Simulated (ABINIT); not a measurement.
# InH (Fm-3m): zone-centre phonons, part 3 of 3

Aim: the zone-centre modes of InH (Fm-3m).

ABINIT 10.8.3; DFT PBE, scalar-relativistic, plane waves, PseudoDojo norm-conserving pseudopotentials.

So far. Step 7 (Zone-centre response): The acoustic modes at Γ come out as far as 1.9 cm⁻¹ from zero, where they should vanish, a small numerical error. The lowest optical mode is imaginary, 297i cm⁻¹, an instability at this level and on this k mesh. Step 8 (Zone-centre analysis): The rule moves no optical mode by more than 0.1 cm⁻¹. The relaxed cell has a = 5.039 Å (conventional setting).

The structure was built from a prototype and need not be the compound's stable phase.

## Step 10: Zone-centre response

The zone centre is solved again, so that all wavevectors share one k mesh.

dfpt_gamma.abi

```

# common to the responses
getwfk_filepath "gso_WFK"
kptopt 2
nqpt 1
qpt 0.0 0.0 0.0
asr 0
chneut 0

# displacements
rfphon 1
rfatpol 1 2
rfdir 1 1 1
tolvrs 1.0d-10
prtwf 0

# basis, mesh and filling
ecut 32.0
ngkpt 8 8 8
nshiftk 1
shiftk 0.0 0.0 0.0
istwfk *1
occopt 3
tsmear 0.01
nband 13
nstep 100
diemac 1000000.0
prtebands 0
prtgsr 0
useylm 1

# cell and atoms
acell 3*1.0 Angstrom
rprim 
    0.0 2.519695829 2.519695829
    2.519695829 0.0 2.519695829
    2.519695829 2.519695829 0.0
ntypat 2
znucl 49 1
natom 2
typat 1 2
xred 
    0.0 0.0 0.0
    0.5 0.5 0.5
pp_dirpath "./pseudo"
pseudos "In.upf, H.upf"
```

Command:

```bash
OMP_NUM_THREADS=1 mpirun -n 2 abinit dfpt_gamma.abi > dfpt_gamma.log
```

Numbers of over 12 decimals in the logs are rounded to 6 here.

dfpt_gamma.abo, the main output file:

```text
[banners, grids, parts of the stress and lines that vanish by symmetry left out]
- input  file    -> dfpt_gamma.abi
- output file    -> dfpt_gamma.abo
- root for input  files -> dfpt_gammai
- root for output files -> dfpt_gammao

 Symmetries : space group Fm -3 m (#225); Bravais cF (face-center cubic)
================================================================================
 Values of the parameters that define the memory need of the present run (RF).
     intxc =       0      iscf =       7    lmnmax =      18     lnmax =       6
     mgfft =      36  mpssoang =       3    mqgrid =    3001     natom =       2
  nloc_mem =       1    nspden =       1   nspinor =       1    nsppol =       1
      nsym =      48    n1xccc =    2501    ntypat =       2    occopt =       3
   xclevel =       2
-    mband =          13        mffmem =           1         mkmem =         130
-   mkqmem =         130        mk1mem =         130           mpw =        1893
      nfft =       46656          nkpt =         260
- my_mband =          13
================================================================================
================================================================================

--------------------------------------------------------------------------------
------------- Echo of variables that govern the present computation ------------
--------------------------------------------------------------------------------
-
- outvars: echo of selected default values
-   iomode0 =  0 , fftalg0 =312 , wfoptalg0 =  0
-
- outvars: echo of global parameters not present in the input file
-  max_nthreads =    1
-
 -outvars: echo values of preprocessed input variables
 [... echo left out ...]
================================================================================

 chkinp: Checking input parameters for consistency.

[...]
== DATASET  1 ==================================================================
-   mpi_nproc: 2, omp_nthreads: 1 (-1 if OMP is not activated)

--- !DatasetInfo
iteration_state: {dtset: 1, }
dimensions: {natom: 2, nkpt: 260, mband: 13, nsppol: 1, nspinor: 1, nspden: 1, mpw: 1893, }
cutoff_energies: {ecut:  32.0, pawecutdg:  -1.0, }
electrons: {nelect:   1.40000000E+01, charge:   0.00000000E+00, occopt:   3.00000000E+00, tsmear:   1.00000000E-02, }
meta: {optdriver: 1, rfphon: 1, }
...

 mkfilename: getwfk from: gso_WFK

 Real(R)+Recip(G) space primitive vectors, cartesian coordinates (Bohr,Bohr^-1):
 R(1)=  0.0000000  4.7615350  4.7615350  G(1)= -0.1050082  0.1050082  0.1050082
 R(2)=  4.7615350  0.0000000  4.7615350  G(2)=  0.1050082 -0.1050082  0.1050082
 R(3)=  4.7615350  4.7615350  0.0000000  G(3)=  0.1050082  0.1050082 -0.1050082
 Unit cell volume ucvol=  2.1590910E+02 bohr^3
 Angles (23,13,12)=  6.00000000E+01  6.00000000E+01  6.00000000E+01 degrees
 setup1 : take into account q-point for computing boxcut.

 getcut: wavevector=  0.0000  0.0000  0.0000  ngfft=  36  36  36
         ecut(hartree)=     32.000   => boxcut(ratio)=   2.09943

--- Pseudopotential description ------------------------------------------------
- pspini: atom type   1  psp file is ./pseudo/In.upf

- pspini: atom type   2  psp file is ./pseudo/H.upf

   3.59640677E+02                                ecore*ucvol(ha*bohr**3)
--------------------------------------------------------------------------------

 ==>  initialize data related to q vector <==

 The list of irreducible perturbations for this q vector is:
    1)    idir= 1    ipert=   1
    2)    idir= 1    ipert=   2

[...]
The perturbation idir=   2  ipert=   1 is
 symmetric of a previously calculated perturbation.
 So, its SCF calculation is not needed.

 The perturbation idir=   3  ipert=   1 is
 symmetric of a previously calculated perturbation.
 So, its SCF calculation is not needed.

 The perturbation idir=   2  ipert=   2 is
 symmetric of a previously calculated perturbation.
 So, its SCF calculation is not needed.

 The perturbation idir=   3  ipert=   2 is
 symmetric of a previously calculated perturbation.
 So, its SCF calculation is not needed.

--------------------------------------------------------------------------------
 Perturbation wavevector (in red.coord.)   0.000000  0.000000  0.000000
 Perturbation : displacement of atom   1   along direction   1
 Found     4 symmetries that leave the perturbation invariant.

[...]
dfpt_looppert : total number of electrons, from k and k+q
  fully or partially occupied states are    1.400000E+01 and    1.400000E+01.
 Initialisation of the first-order wave-functions :
  ireadwf=   0

--- !BeginCycle
iteration_state: {dtset: 1, }
solver: {iscf: 7, nstep: 100, nline: 4, wfoptalg: 0, }
tolerances: {tolvrs: 1.00E-10, }
...

     iter   2DEtotal(Ha)        deltaE(Ha) residm    vres2
-ETOT  1   3.995892     -1.167E+04 2.378E+01 2.043E+02
 ETOT  2 -0.107055     -4.103E+00 8.587E-02 6.826E+01
 ETOT  3 -0.126924     -1.987E-02 8.854E-04 7.369E+00
 ETOT  4 -0.127433     -5.085E-04 1.003E-04 1.436E+00
 ETOT  5 -0.128071     -6.379E-04 8.260E-06 1.051E-02
[...]
At SCF step   10       vres2   =  3.57E-11 < tolvrs=  1.00E-10 =>converged.
[...]
Mean square residual over all n,k,spin=   92.138E-14; max=  27.336E-11

 Thirteen components of 2nd-order total energy (hartree) are
 1,2,3: 0th-order hamiltonian combined with 1st-order wavefunctions
     kin0=   1.61851114E+04 eigvalue=   8.15562930E+02  local=  -9.11405093E+03
 4,5,6: 1st-order hamiltonian combined with 1st and 0th-order wfs
 loc psp =  -3.48234492E+03  Hartree=   9.89445063E+02     xc=  -1.93687517E+02
 note that "loc psp" includes a xc core correction that could be resolved
 7,8,9: eventually, occupation + non-local contributions
    edocc=   2.51627223E+01     enl0=   2.96717680E+03   enl1=  -1.98670960E+04
 1-9 gives the relaxation energy (to be shifted if some occ is /=2.0)
   erelax=  -1.16747205E+04
 10,11,12 Non-relaxation  contributions : frozen-wavefunctions and Ewald
 fr.local=   1.62702703E+03 fr.nonlo=   9.93041226E+03  Ewald=   1.14362852E+01
 13,14 Frozen wf xc core corrections (1) and (2)
 frxc 1  =  -3.53698655E+02  frxc 2 =   4.59415477E+02
 Resulting in :
 2DEtotal=   -0.1280729062E+00 Ha. Also 2DEtotal=   -0.348504131728E+01 eV
    (2DErelax=   -1.1674720472E+04 Ha. 2DEnonrelax=    1.1674592399E+04 Ha)
    (  non-var. 2DEtotal :   -1.2807192082E-01 Ha)

[...]
Perturbation wavevector (in red.coord.)   0.000000  0.000000  0.000000
 Perturbation : displacement of atom   2   along direction   1
 Found     4 symmetries that leave the perturbation invariant.

--------------------------------------------------------------------------------

--------------------------------------------------------------------------------

 dfpt_looppert : total number of electrons, from k and k+q
  fully or partially occupied states are    1.400000E+01 and    1.400000E+01.
 Initialisation of the first-order wave-functions :
  ireadwf=   0

--- !BeginCycle
iteration_state: {dtset: 1, }
solver: {iscf: 7, nstep: 100, nline: 4, wfoptalg: 0, }
tolerances: {tolvrs: 1.00E-10, }
...

     iter   2DEtotal(Ha)        deltaE(Ha) residm    vres2
-ETOT  1 -3.58249860588860E-02 -4.058E+01 9.797E-01 1.876E+02
[...]
ETOT  8 -0.132188     -3.085E-11 1.684E-08 2.321E-09
 ETOT  9 -0.132188     -1.826E-12 1.264E-09 6.177E-11

 At SCF step    9       vres2   =  6.18E-11 < tolvrs=  1.00E-10 =>converged.
[...]
Mean square residual over all n,k,spin=   31.010E-13; max=  12.642E-10

 Thirteen components of 2nd-order total energy (hartree) are
 1,2,3: 0th-order hamiltonian combined with 1st-order wavefunctions
     kin0=   4.14292015E+01 eigvalue=  -7.28886431E-01  local=  -7.59818229E+00
 4,5,6: 1st-order hamiltonian combined with 1st and 0th-order wfs
 loc psp =  -5.81226502E+01  Hartree=   8.49910714E+00     xc=  -6.44021232E+00
 note that "loc psp" includes a xc core correction that could be resolved
 7,8,9: eventually, occupation + non-local contributions
    edocc=   5.95209636E+00     enl0=  -4.33167717E-01   enl1=  -2.32372620E+01
 1-9 gives the relaxation energy (to be shifted if some occ is /=2.0)
   erelax=  -4.06799560E+01
 10,11,12 Non-relaxation  contributions : frozen-wavefunctions and Ewald
 fr.local=   1.77563492E+01 fr.nonlo=   1.13551337E+01  Ewald=   1.14362852E+01
 13,14 Frozen wf xc core corrections (1) and (2)
 frxc 1  =   0.00000000E+00  frxc 2 =   0.00000000E+00
 Resulting in :
 2DEtotal=   -0.1321879336E+00 Ha. Also 2DEtotal=   -0.359701691849E+01 eV
    (2DErelax=   -4.0679956028E+01 Ha. 2DEnonrelax=    4.0547768094E+01 Ha)
    (  non-var. 2DEtotal :   -1.3218802093E-01 Ha)

[...]
---- first-order wavefunction calculations are completed ----

 ==> Compute Derivative Database <==

 [... matrices left out ...]
  Phonon wavevector (reduced coordinates) :  0.00000  0.00000  0.00000
 Phonon energies in Hartree :
  -1.265130E-03 -1.265130E-03 -1.265130E-03  2.094400E-05  2.094400E-05
   2.094400E-05
 Phonon frequencies in cm-1    :
- -2.776640E+02 -2.776640E+02 -2.776640E+02  4.596677E+00  4.596677E+00
-  4.596677E+00

== END DATASET(S) ==============================================================
================================================================================

 -outvars: echo values of variables after computation
            acell      1.8897261259E+00  1.8897261259E+00  1.8897261259E+00 Bohr
           etotal     -1.3218793361E-01
            fcart      0.0000000000E+00  0.0000000000E+00  0.0000000000E+00
           strten      0.0000000000E+00  0.0000000000E+00  0.0000000000E+00
================================================================================
```

Elapsed: 93 s, on 2 MPI ranks of Intel Xeon at 2.70GHz, shared host.

This step gave:

```yaml
largest_acoustic_frequency_at_the_zone_centre_before_the_sum_rule: 4.6 cm⁻¹
highest_optical_zone_centre_mode_no_lo_to_term: -277.7 cm⁻¹
lowest_optical_zone_centre_mode: -277.7 cm⁻¹
```

The acoustic modes at Γ come out as far as 4.6 cm⁻¹ from zero, where they should vanish, a small numerical error. The lowest optical mode is imaginary, 278i cm⁻¹, an instability at this level and on this k mesh.

## Step 11: What came out

| Item | Value |
| --- | --- |
| space group after relaxation | Fm-3m |
| volume per atom | 16.0 Å³ |
| highest optical zone-centre mode (no LO-TO term) | -296.6 cm⁻¹ |
| imaginary optical modes at the zone centre (no q mesh in this session) | yes |

At the PBE level the optical modes of InH (Fm-3m) at the zone centre lie at 297i cm⁻¹, so the structure is a saddle point, with 3 modes beyond 10i cm⁻¹ there. The base run prints -0.49 GPa, mostly the error of a finite basis; the relaxation, with a smoothed and higher cutoff, had brought the cell to rest. These are harmonic frequencies: anharmonic shifts and widths and the lattice's thermal expansion are left out. The Fermi-Dirac smearing of 0.01 Ha is an electronic temperature of 3158 K, which adds a pressure of its own and can shift the volume and soft modes. In a metal the frequencies hang on the k mesh and the smearing, most of all near Kohn anomalies. A run on a mesh of wavevectors was begun and cut off at its time limit; it is not shown, and nothing is said of wavevectors that it left out. The structure is a hypothetical one, built on a prototype.

[Host names and launcher messages were left out of these logs when they were recorded.]

[Logs are printed without paths, hosts, clocks, repeated set-up lines and the standing remarks that a program may print on its own settings, such as how far it seeks lower states.]

[Hosts, paths, dates, database ids (printed as entryN), source tags and the programs' standing remarks are cut or masked in the printed files.]
